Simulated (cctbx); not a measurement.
**Symmetry from intensities**

Cell: a = 4.5780 Å, b = 4.5780 Å, c = 9.6220 Å, α = 90.00°, β = 90.00°, γ = 90.00°. Expected content of the cell: Bi2 Nd2 As2 Ni4.

The data are simulated with cctbx, not measured: Mo Kα, λ = 0.71073 Å, to d = 0.75 Å, 95 % of the full sphere, strongest reflection 20000 counts, noise from counting, a 3 % proportional error and a noise floor of 2 counts (s.d.); no absorption, some extinction.

Tests on the unmerged data give:

```text
1901 reflections to d = 0.750 A
centring   violations  <I/sigma> of those
    A        787 of   939     15.8
    B        786 of   944     15.6
    C        665 of   951     10.8
    I        792 of   944     13.4
    R       1061 of  1263     15.6
    F       1119 of  1417     14.1
Laue class    unique    Rint  (classes that these axes allow; Friedel mates merged)
P -1             1002   0.022
P 1 2/m 1         567   0.027
P 1 1 2/m         538   0.026
P 2/m 1 1         567   0.027
P m m m           334   0.029
P 4/m             275   0.029
P 4/m m m         193   0.030
space group    extra absences  I>4sigma  <I/sigma>
P 4 2 2                 0          0         -  acentric
P 4 21 2               12          0       0.2  acentric
P 4 m m                 0          0         -  acentric
P -4 2 m                0          0         -  acentric
P -4 21 m              12          0       0.2  acentric
P -4 m 2                0          0         -  acentric
P 4/m m m               0          0         -  centric
P 4/n m m :1           60          0      -0.0  centric
P 4/n m m :2           60          0      -0.0  centric
Wilson B = 0.55 A^2   <|E^2-1|> = 0.828 (0.968 centric, 0.736 acentric)   E^2>4: 1.6 %
shell (A)         n   <I/sigma>
 9.62 - 1.50     34     41.8
 1.50 - 1.19     24     50.7
 1.19 - 1.04     26     46.8
 1.04 - 0.95     19     49.4
 0.95 - 0.88     25     41.6
 0.88 - 0.83     21     39.1
 0.83 - 0.78     20     45.6
 0.78 - 0.75     24     48.2
```

**Question.** What are the lattice type, the Laue class and the likely space group?

Every centring test has many violations, so the lattice is primitive.

Rint stays low (0.022 to 0.030) up to P 4/m m m, the highest class in these axes.

9 settings pass the absence test. The most absences obeyed, 60, belong to P 4/n m m alone.

⟨|E²−1|⟩ = 0.828 lies between the two ideal values. The Wilson B of 0.55 Å² means U ≈ 0.0070 Å².

The true group is P4/nmm (no. 129, origin choice 1), Laue class 4/mmm, centrosymmetric. The tables fix it.

The model is made up (kin elements in a known structure type, no relaxation), so it says nothing on whether the phase exists.

[Logs are printed without paths, hosts, clocks, repeated set-up lines and the standing remarks that a program may print on its own settings, such as how far it seeks lower states.]
